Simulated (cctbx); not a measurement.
# What is wrong with this refinement?

Cell a = 6.7200 Å, b = 6.7200 Å, c = 6.7200 Å, α = 90.00°, β = 90.00°, γ = 90.00°; space group Fd-3m (no. 227, origin choice 1).

The data are simulated with cctbx, not measured: Mo Kα, λ = 0.71073 Å, to d = 0.75 Å, 50 % of the full sphere, strongest reflection 40000 counts, noise from counting, a 3 % proportional error and a noise floor of 4 counts (s.d.); no absorption.

An anisotropic refinement with weights 1/σ² prints:

```text
Rint 0.024, 30 unique reflections to 0.75 A
cycle     R1     wR2    GooF  max shift (A)
   1  0.0132  0.0455   4.022   0.00000
   2  0.0077  0.0181   1.598   0.00000
final R1 0.0077 wR2 0.0181 GooF 1.598  parameters 3  data/parameter 10.0
atom        x        y        z      Ueq    occ   su(xyz)  su(Uiso or U11)
Mn1    0.37500  0.12500  0.37500   0.0162  1.000  0.00000  0.0002
Cr1    0.25000  0.75000  0.25000   0.0147  1.000  0.00000  0.0002
difference map: max 0.17 min -0.29 rms 0.07
Q1    0.0527  0.0527  0.3428   96    0.17  1.17 A from Cr1
Q2    0.0000  0.0000  0.2382   48    0.14  1.41 A from Mn1
Q3    0.1250  0.1250  0.1250   16    0.13  0.00 A from Mn1
Q4    0.0000  0.0000  0.0000    8    0.13  1.45 A from Mn1
Q5    0.0439  0.0439  0.8407   96    0.09  1.28 A from Mn1
Q6    0.1250  0.1250  0.6250   16    0.05  1.45 A from Cr1
```

Q: Accept it or mend it, and why?

Mend it. The fault: dispersion terms of the wrong wavelength (1.54184 Å). Against the right model at the same level, R1 goes from 0.0067 to 0.0077 and GooF from 1.07 to 1.60. f′ and f″ must be those of the data's wavelength; the error mimics a mistyped heavy atom. The signs are weak, and the output alone doesn't single this fault out.

The compound is Mn2Cr. The right model at the same level gives:

```text
Rint 0.024, 30 unique reflections to 0.75 A
cycle     R1     wR2    GooF  max shift (A)
   1  0.0067  0.0121   1.073   0.00000
   2  0.0067  0.0121   1.068   0.00000
final R1 0.0067 wR2 0.0121 GooF 1.068  parameters 3  data/parameter 10.0
atom        x        y        z      Ueq    occ   su(xyz)  su(Uiso or U11)
Mn1    0.37500  0.12500  0.37500   0.0166  1.000  0.00000  0.0001
Cr1    0.25000  0.75000  0.25000   0.0139  1.000  0.00000  0.0001
difference map: max 0.18 min -0.23 rms 0.06
Q1    0.0497  0.0497  0.1676   96    0.18  0.77 A from Mn1
Q2    0.0405  0.0405  0.4595   32    0.11  0.47 A from Cr1
Q3    0.0272  0.1530  0.8470   96    0.10  1.06 A from Mn1
Q4    0.0000  0.0000  0.2280   48    0.09  1.37 A from Mn1
Q5    0.1250  0.1250  0.6250   16    0.08  1.45 A from Cr1
Q6    0.0495  0.0495  0.9505   32    0.07  1.37 A from Mn1
```

This is a model crystal, built by substitution and not relaxed, with assumed displacement parameters.

[Middle refinement cycles are left out of these outputs.]

[Logs are printed without paths, hosts, clocks, repeated set-up lines and the standing remarks that a program may print on its own settings, such as how far it seeks lower states.]
